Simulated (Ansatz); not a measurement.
**HfSi (model cell, started as CsCl type): following an unstable mode**

Which phase does HfSi (model cell, started as CsCl type) fall into along its unstable mode, and how much energy does it gain?

Method: DFT LDA, scalar-relativistic, plane waves, PAW, in Ansatz 0.2.0.

Most raw output is cut from this account.

The structure was built from a prototype and need not be the compound's stable phase.

### Step 1. The structure

The structure is cubic, space group Pm-3m (No. 221). The conventional cell has a = 3.223 Å, b = 3.223 Å, c = 3.223 Å, α = 90.00°, β = 90.00°, γ = 90.00°. Nearest to Hf lie 8 Si at 2.79 Å. Nearest to Si lie 8 Hf at 2.79 Å. Farther neighbours are not listed.

### Step 2. The dispersion

The cell comes from relaxations at this level that are not shown. Stability and thermal properties need the whole zone. Linear response on a 4×4×4 q mesh gives force constants as far as a supercell of that size would.

input.yaml

```yaml
crystal:
  lattice:
    - [3.2232760924, 0.0, 0.0]
    - [0.0, 3.2232760924, 0.0]
    - [0.0, 0.0, 3.2232760924]
  atoms:
    - { symbol: Hf, position: [0.0, 0.0, 0.0] }
    - { symbol: Si, position: [0.5, 0.5, 0.5] }
kpoints:
  mp_grid: { grid: [16, 16, 16] }
hamiltonian:
  xc: lda
scf:
  occupations: { method: methfessel_paxton, width: 0.2 }
output:
  eigenvalues: true
phonons:
  method: dfpt
  qmesh: [4, 4, 4]
  temperatures: { t_max: 1000, t_step: 50 }
  qpath:
    path:
      - [[0.0, 0.0, 0.0], [0.0, 0.5, 0.0], [0.5, 0.5, 0.0], [0.0, 0.0, 0.0], [0.5, 0.5, 0.5], [0.0, 0.5, 0.0]]
      - [[0.5, 0.5, 0.5], [0.5, 0.5, 0.0]]
    npoints: 10
```

Run with:

```bash
ansatz run input.yaml --threads 4 --pin off --max-ram 7168MiB --backend cpu --events-out ev --progress --plain --runs-dir out
```

Run time: 11 min. Hardware: 4 threads of Arm Neoverse V2, shared host; peak memory 3.7 GiB; 42 min of CPU time.

This step gave:

```yaml
volume_per_atom: 16.74 Å³
gap_on_the_k_mesh: 0 eV
sum_rule_residual_before_enforcement: 6.30e-5 eV/Å²
lowest_frequency_on_the_path: -97.05 cm⁻¹
point_group: m-3m
highest_frequency_on_the_path_or_at_a_solved_wavevector: 250.2 cm⁻¹
highest_optical_mode_at_the_zone_centre_no_lo_to_term: 224.6 cm⁻¹
lowest_optical_zone_centre_mode: 224.6 cm⁻¹
lowest_mode_on_the_q_mesh_acoustic_modes_at_gamma_apart: -97.05 cm⁻¹
```

Frequencies (cm⁻¹) solved at each irreducible wavevector; negative means imaginary. Frequencies by wavevector, by row:

| q in reciprocal lattice units | star | mode 1 | mode 2 | mode 3 | mode 4 | mode 5 | mode 6 |
| --- | --- | --- | --- | --- | --- | --- | --- |
| 0 0 0 | 1 | 0 | 0 | 0 | 224.6 | 224.6 | 224.6 |
| 0 0 0.25 | 6 | -70.4 | -70.4 | 4.4 | 223.2 | 223.2 | 240.3 |
| 0 0 -0.5 | 3 | -68 | -68 | 106.3 | 195.7 | 195.7 | 212.4 |
| 0 0.25 0.25 | 12 | -97 | -43.9 | 88 | 199.7 | 219.4 | 250.2 |
| 0 0.25 -0.5 | 12 | -36.3 | 33.3 | 52.5 | 199.8 | 224.4 | 234.2 |
| 0 -0.5 -0.5 | 3 | -89.2 | -89.2 | 31.8 | 147.6 | 247.2 | 247.2 |
| 0.25 0.25 0.25 | 8 | -77.6 | -77.6 | 55.8 | 179.1 | 220.2 | 220.2 |
| 0.25 0.25 -0.5 | 12 | -40.3 | -32.3 | 78.1 | 192.8 | 208.2 | 234 |
| 0.25 -0.5 -0.5 | 6 | 49.8 | 49.8 | 93.6 | 182.4 | 216.7 | 216.7 |
| -0.5 -0.5 -0.5 | 1 | 98.3 | 98.3 | 98.3 | 152.1 | 152.1 | 152.1 |

Interpolated from a 4×4×4 q mesh. Phonon branches along the path, in cm⁻¹:

| point | branch 1 | branch 2 | branch 3 | branch 4 | branch 5 | branch 6 |
| --- | --- | --- | --- | --- | --- | --- |
| Γ | 0 | 0 | 0 | 224 | 224 | 224 |
| halfway | -70 | -70 | 4 | 223 | 223 | 240 |
| X | -68 | -68 | 106 | 196 | 196 | 212 |
| halfway | -36 | 33 | 52 | 200 | 224 | 234 |
| M | -89 | -89 | 32 | 148 | 247 | 247 |
| halfway | -97 | -44 | 88 | 200 | 219 | 250 |
| Γ | 0 | 0 | 0 | 224 | 224 | 224 |
| halfway | -78 | -78 | 56 | 179 | 220 | 220 |
| R | 98 | 98 | 98 | 152 | 152 | 152 |
| halfway | -40 | -32 | 78 | 193 | 208 | 234 |
| X | -68 | -68 | 106 | 196 | 196 | 212 |
| jump to R | 98 | 98 | 98 | 152 | 152 | 152 |
| halfway | 50 | 50 | 94 | 182 | 217 | 217 |
| M | -89 | -89 | 32 | 148 | 247 | 247 |

Symmetry leaves 10 wavevectors to solve. The lowest mode among them, the acoustic zeros apart, lies at q = (0, 0.25, 0.25) and is imaginary, 97.0i cm⁻¹, so the energy falls along it.

### Step 3. The mode frozen in, largest atomic shift 0 Å

The mode followed lies at q = (0, -0.5, -0.5) with frequency 89.2i cm⁻¹ and is 2-fold degenerate, one of the unstable modes though not the softest. At small amplitude the distorted cell has space group no. 65 by a symmetry search on the positions. The undistorted cell that holds it gives the zero of energy on the same k mesh.

System of this step: HfSi (model cell, started as CsCl type). The structure is cubic, space group Pm-3m (No. 221). The conventional cell has a = 3.223 Å, b = 3.223 Å, c = 3.223 Å, α = 90.00°, β = 90.00°, γ = 90.00°. Nearest to Hf lie 8 Si at 2.79 Å. Si has 8 Hf at 2.79 Å nearest. Farther neighbours are not listed.

input.yaml

```yaml
crystal:
  lattice:
    - [-3.2232760924, 0.0, 0.0]
    - [0.0, -3.2232760924, -3.2232760924]
    - [0.0, -3.2232760924, 3.2232760924]
  atoms:
    - { symbol: Hf, position: [1.0, 0.5, 0.5] }
    - { symbol: Hf, position: [1.0, 1.0, 1.0] }
    - { symbol: Si, position: [0.5, 0.0, 0.5] }
    - { symbol: Si, position: [0.5, 0.5, 0.0] }
kpoints:
  mp_grid: { grid: [14, 10, 10] }
hamiltonian:
  xc: lda
scf:
  occupations: { method: methfessel_paxton, width: 0.2 }
output:
  forces: true
  stress: true
  eigenvalues: true
```

The job ended after 5.9 s (4 threads; peak memory 0.56 GiB; 22 s of CPU time).

Numbers from this step:

```yaml
pressure: -0.07217 GPa
energy_from_the_undistorted_cell: 0 meV/atom
```

The run ends at a pressure of -0.07 GPa.

### Step 4. The mode frozen in, largest atomic shift 0.22 Å

The atoms are moved along the unstable eigenvector, the largest shift by 0.22 Å, with the cell fixed.

input.yaml, the sections that differ from step 3:

```yaml
crystal:
  lattice:
    - [-3.2232760924, 0.0, 0.0]
    - [0.0, -3.2232760924, -3.2232760924]
    - [0.0, -3.2232760924, 3.2232760924]
  atoms:
    - { symbol: Hf, position: [1.0, 0.5205925848, 0.4794074152] }
    - { symbol: Hf, position: [1.0, 0.9794074152, 1.0205925848] }
    - { symbol: Si, position: [0.5, 0.0341267694, 0.5341267694] }
    - { symbol: Si, position: [0.5, 0.4658732306, -0.0341267694] }
# kpoints, hamiltonian, scf, output: as in step 3
```

The job ended after 7.8 s (4 threads; peak memory 0.67 GiB; 30 s of CPU time).

Numbers from this step:

```yaml
pressure: -0.7462 GPa
energy_from_the_undistorted_cell: -19.61 meV/atom
```

The energy, extrapolated to zero smearing, is -19.61 meV/atom against the undistorted cell.

The run ends at a pressure of -0.75 GPa, with forces up to 0.18 eV/Å.

### Step 5. Energy along the mode, all amplitudes (two of the runs are shown above)

An imaginary frequency means negative curvature, so the energy should fall and then rise again as anharmonic terms take over.

Numbers from this step:

```yaml
depth_at_the_lowest_point_sampled: 19.61 meV/atom
largest_atomic_shift_at_that_point: 0.22 Å
```

Table of energy from the parent by largest atomic shift:

| largest atomic shift (Å) | energy from the parent (meV/atom) |
| --- | --- |
| 0.000 | 0 |
| 0.040 | -0.975 |
| 0.080 | -3.99 |
| 0.140 | -11.1 |
| 0.220 | -19.6 |
| 0.320 | -13.5 |
| 0.450 | 65.5 |

Displacement at unit largest shift by atom:

| atom | x (Å) | y (Å) | z (Å) | size |
| --- | --- | --- | --- | --- |
| Hf1 | 0.00 | 0.00 | -0.60 | 0.60 |
| Hf2 | 0.00 | 0.00 | 0.60 | 0.60 |
| Si3 | 0.00 | -1.00 | 0.00 | 1.00 |
| Si4 | 0.00 | 1.00 | 0.00 | 1.00 |

The lowest of the steps tried is at 0.22 Å, 19.6 meV/atom below the parent; the bottom of the well need not coincide with a step.

### Step 6. Relaxation from the frozen mode

Starting from the lowest point found, all atoms and the cell are let go, so that strain and other modes of the same symmetry can join in.

input.yaml, as its differences from that of step 4:

```diff
@@ -20 +20,10 @@
   eigenvalues: true
+  write_density: true
+  write_potential: true
+  elf: true
+  volumetric_format: npy
+relax:
+  adjacent_minimum: "off"
+  f_tol: 0.002
+  max_steps: 120
+  cell: { stress_tol: 0.03 }
```

Elapsed: 3.1 min, on 4 threads; peak memory 0.73 GiB.

The steps of the relaxation:

| step | energy less that of the first step (eV) | largest force component (eV/Å) | pressure (GPa) | volume (Å³) |
| --- | --- | --- | --- | --- |
| 1 | 0.0000 | 0.1845 | -0.75 | 66.98 |
| 2 | -0.2551 | 0.4298 | 0.63 | 66.00 |
| 3 | -0.4838 | 0.0715 | -0.74 | 66.54 |
| 4 | -0.4752 | 0.3803 | 2.76 | 64.99 |
| 5 | -0.5342 | 0.0960 | 0.01 | 66.08 |
| 6 | -0.6014 | 0.0833 | 0.51 | 65.53 |
| 7 | -0.6982 | 0.0893 | 1.08 | 64.82 |
| 8 | -0.7472 | 0.1789 | 1.06 | 64.33 |
| 9 | -0.8001 | 0.1346 | 1.47 | 64.17 |
| 10 | -0.8047 | 0.2605 | -0.19 | 64.77 |
| 11 | -0.8150 | 0.0926 | 0.31 | 64.57 |
| 12 | -0.8159 | 0.0369 | -0.05 | 64.70 |
| 13 | -0.8161 | 0.0012 | -0.01 | 64.69 |
| 14* | -0.8238 | 0.0012 | 0.15 | 64.69 |
| 15 | -0.8240 | 0.0036 | -0.03 | 64.76 |
| 16 | -0.8241 | 0.0007 | 0.00 | 64.75 |
| 17* | -0.8241 | 0.0007 | 0.00 | 64.75 |

Relaxation steps marked * repeat the geometry before them on a plane-wave basis chosen anew for their cell, so energy and pressure can jump there. Relaxation step 4 was tried and not accepted.

The run keeps the 8 symmetry operations that it works with, so distortions that break them were not tested.

| cell as run | before | after | change |
| --- | --- | --- | --- |
| a (Å) | 3.223 | 2.861 | -11.3 % |
| b (Å) | 4.558 | 4.814 | +5.6 % |
| c (Å) | 4.558 | 4.814 | +5.6 % |
| α (°) | 90.00 | 102.42 | +13.8 % |
| volume (Å³/atom) | 16.74 | 16.19 | -3.3 % |

The atoms that moved most (Å, as changes of fractional coordinates times the final cell):

| atom | dx | dy | dz | length |
| --- | --- | --- | --- | --- |
| Hf1 | 0.000 | 0.000 | -0.121 | 0.121 |
| Hf2 | 0.000 | 0.000 | 0.121 | 0.121 |
| Si3 | 0.000 | -0.070 | 0.000 | 0.070 |
| Si4 | 0.000 | 0.070 | 0.000 | 0.070 |

The relaxed structure:

```xyz
4
Lattice="-2.8606 0.0000 0.0000 0.0000 -3.0161 -3.7525 0.0000 -3.0161 3.7525" Properties=species:S:1:pos:R:3 pbc="T T T"
Hf   -2.8606   -3.0161   -0.2758
Hf   -2.8606   -6.0322    0.2758
Si   -1.4303   -1.7844    1.8762
Si   -1.4303   -1.2317   -1.8762
```

This step gave:

* pressure: -9.89e-4 GPa
* volume per atom: 16.19 Å³

Valence density in the ab plane of the conventional cell at fractional z = 0.000, with atoms of Hf within 0.2 Å of it. It is the smooth field of the valence electrons, not physical close to the nuclei.

Ten steps, logarithmic in the rise over the least value, from '0' (0 e/Å³) to '9' (31 e/Å³), each cell a mean:
```
00000000000000000
21000000000000012
65200000110000146
97410013442000268
98410136875100269
86310148996200257
43100147986200024
10000025764100001
00000002321000000
00000000000000000
00000000000000000
00000000110000000
00000013442000000
21000136875100012
65200148996200136
97410147986200268
98410025663100369
86310001221000257
53100000000000024
11000000000000001
00000000000000000
```
Columns run along a (6.0 Å), rows up along b (7.5 Å), edges of the conventional cell, whose origin can differ from the input's. Atoms in or near the plane, at fractional coordinates: Hf at (0.00, 0.79), Hf at (0.50, 0.29), Hf at (0.00, 0.21), Hf at (0.50, 0.71).

ELF in the ab plane of the conventional cell at fractional z = 0.000, with atoms of Hf within 0.2 Å of it. It is the smooth field of the valence electrons, not physical close to the nuclei.

Ten even steps from '_' (0.16) to '@' (0.83), each cell a mean:
```
....::==++++--..__..::==++==--....
--..__::====--..____::====--..__::
%%**....----..________::==::__==##
@@@@++..::..__--++==..__::..::%%@@
@@@@**..::..--%%@@@@**......--%%@@
@@%%--..::..**@@@@@@%%--......**@@
**--__..::..++@@@@@@%%::..::__::++
____..----__::**%%##==__::--::____
__..--====::__..--::__..--====::__
__..--++++--::........--==++==::..
__..--++++==--::::::::--==++==::..
__..--++==--..__....__::==++==::..
____::====..__--**++..__::==--..__
::..__::--..--%%@@@@**....--..__::
%%**....::..**@@@@@@%%--..::..==##
@@@@++..::..++@@@@@@%%::....::##@@
@@@@**..::..::**%%##==..::..--%%@@
@@%%--..--::__..::::__..--....**@@
**--__..====::______..--==::__::++
..__..--==++--..__..::==++==..__..
::::--==++++--..__..::==++==--::::
```
Columns run along a (6.0 Å), rows up along b (7.5 Å), edges of the conventional cell, whose origin can differ from the input's. Atoms in or near the plane, at fractional coordinates: Hf at (0.00, 0.79), Hf at (0.50, 0.29), Hf at (0.00, 0.21), Hf at (0.50, 0.71).

Electrostatic potential energy in the ab plane of the conventional cell at fractional z = 0.000, with atoms of Hf within 0.2 Å of it. With pseudopotentials it is smooth inside the atoms' cores, unlike the true potential.

Ten even steps from '0' (-22 eV) to '9' (20 eV), each cell a mean:
```
89999999999999999
57899999999999976
02689998788999741
00389975346899610
10379840002798500
00489730100589620
34799830001699863
78999862014799988
99999986567999999
99999999899999999
99999999999999999
99999998788999999
99999974336899999
67899840002799976
02689730100589741
00389730001688610
10379862014798500
00489987567999620
24799999899999863
78999999999999987
99999999999999999
```
Columns run along a (6.0 Å; values clipped at the 3rd and 97th percentile), rows up along b (7.5 Å), edges of the conventional cell, whose origin can differ from the input's. Atoms in or near the plane, at fractional coordinates: Hf at (0.00, 0.79), Hf at (0.50, 0.29), Hf at (0.00, 0.21), Hf at (0.50, 0.71).

The distorted start has space group Cmmm; the relaxation ends in Cmmm.

### Step 7. The new phase in its own primitive cell

The relaxed structure is symmetrised, reduced to its primitive cell and relaxed tightly, as its phonons need.

input.yaml

```yaml
crystal:
  lattice:
    - [3.0161036508, -3.7524654841, 0.0]
    - [3.0161036508, 3.7524654841, 0.0]
    - [0.0, 0.0, 2.8606484911]
  atoms:
    - { symbol: Hf, position: [0.2132500783, 0.7867499217, 0.0] }
    - { symbol: Hf, position: [0.7867499217, 0.2132500783, 0.0] }
    - { symbol: Si, position: [0.2958112776, 0.2958112776, 0.5] }
    - { symbol: Si, position: [0.7041887224, 0.7041887224, 0.5] }
kpoints:
  mp_grid: { grid: [10, 10, 14] }
hamiltonian:
  xc: lda
scf:
  occupations: { method: methfessel_paxton, width: 0.2 }
output:
  forces: true
  stress: true
  eigenvalues: true
relax:
  adjacent_minimum: "off"
  f_tol: 0.001
  max_steps: 60
  cell: { stress_tol: 0.01 }
```

The job ended after 18 s (4 threads; peak memory 0.7 GiB).

Little changed from the start: no atom moved by 0.005 Å and no cell edge by 0.1 %.

This step gave:

```yaml
pressure: -9.88e-4 GPa
```

The largest force component left is 0.72 meV/Å and the pressure is -0.001 GPa, within the tolerances set. The cell now holds 16.19 Å³/atom.

### Step 8. Modes of the new phase, k-mesh 10×10×14

A relaxed structure may still be a saddle point, so its zone-centre modes are computed. No field response is asked, since the mesh shows no gap.

input.yaml, as its differences from that of step 7:

```diff
@@ -17,9 +17,4 @@
 output:
-  forces: true
-  stress: true
   eigenvalues: true
-relax:
-  adjacent_minimum: "off"
-  f_tol: 0.001
-  max_steps: 60
-  cell: { stress_tol: 0.01 }
+phonons:
+  method: dfpt
```

It took 3.2 min on 4 threads; peak memory 3.1 GiB.

This step gave:

```yaml
sum_rule_residual_before_enforcement: 2.50e-5 eV/Å²
point_group: mmm
highest_optical_mode_at_the_zone_centre_no_lo_to_term: 372.6 cm⁻¹
lowest_optical_zone_centre_mode: -38.24 cm⁻¹
```

Patterns of degenerate modes are one choice out of their space. The modes at Γ (shares of kinetic energy by element, %) (negative means imaginary):

| mode | frequency (cm⁻¹) | symmetry | Hf % | Si % |
| --- | --- | --- | --- | --- |
| 1 | -38.2 | B3g | 100 | 0 |
| 2 | 0.0 | acoustic | 86 | 14 |
| 3 | 0.0 | acoustic | 86 | 14 |
| 4 | 0.0 | acoustic | 86 | 14 |
| 5 | 100.8 | Ag | 96 | 4 |
| 6 | 129.3 | B1g | 91 | 9 |
| 7 | 165.0 | B1u | 14 | 86 |
| 8 | 172.7 | B2g | 0 | 100 |
| 9 | 225.2 | B3u | 14 | 86 |
| 10 | 294.7 | B2u | 14 | 86 |
| 11 | 305.7 | B1g | 9 | 91 |
| 12 | 372.6 | Ag | 4 | 96 |

Displacements in mode 1 (-38.2 cm⁻¹), the largest set to 1:
```
Hf1  0.00  0.00 -1.00
Hf2  0.00  0.00  1.00
Si3  0.00  0.00  0.00
Si4  0.00  0.00  0.00
```

Displacements in mode 11 (305.7 cm⁻¹), the largest set to 1:
```
Hf1  0.12  0.00  0.00
Hf2 -0.12  0.00  0.00
Si3  0.00 -1.00  0.00
Si4  0.00  1.00  0.00
```

Before it was imposed, the acoustic sum rule was missed by 2.5e-5 eV/Å². Small misses are needed for a sound result but don't prove that mesh and cutoff are converged. The lowest optical mode is imaginary, 38.2i cm⁻¹, so the energy falls along it.

### Step 9. Outcome

```yaml
unstable_mode_of_the_parent: q = (0, -0.5, -0.5), 89i cm⁻¹
depth_at_the_lowest_point_sampled: 19.6 meV/atom
largest_atomic_shift_at_that_point: 0.22 Å
space_group_reached_within_0p01_a: Cmmm
energy_gained_over_the_parent_first_relaxation_on_the_mesh_of_the_frozen_mode: 226 meV/atom
volume_per_atom_phase_reached: 16.2 Å³
lowest_optical_zone_centre_mode_phase_reached: -38.2 cm⁻¹
highest_optical_mode_at_the_zone_centre_no_lo_to_term_phase_reached: 373 cm⁻¹
```

Along this mode the structure falls into Cmmm, 226 meV/atom below the parent. At the parent's cell the well is 19.61 meV/atom deep on the steps tried, with its lowest point at a shift of 0.22 Å. Relaxing atoms and cell changes the gain by +206.06 meV/atom against the lowest step (energies at zero smearing). Most of the total comes from this relaxation. The new phase still has an imaginary mode at the zone centre of its cell, so it is a saddle point on the way to a lower structure. Of the 4 patterns followed to their end from this parent, this one reaches the lowest energy. Each path keeps the symmetry of its pattern, so a lower phase may lie along a pattern not tried. With no gap, or one that is small against the smearing, the frequencies hang on the k mesh and the smearing, most of all near Kohn anomalies. Spin-orbit coupling is left out, which can matter for the heavy elements here. The starting cell was built on a prototype and not taken from a measurement, so the phase need not exist.

[Logs are printed without paths, hosts, clocks, repeated set-up lines and the standing remarks that a program may print on its own settings, such as how far it seeks lower states.]

[Hosts, paths, dates, database ids (printed as entryN), source tags and the programs' standing remarks are cut or masked in the printed files.]
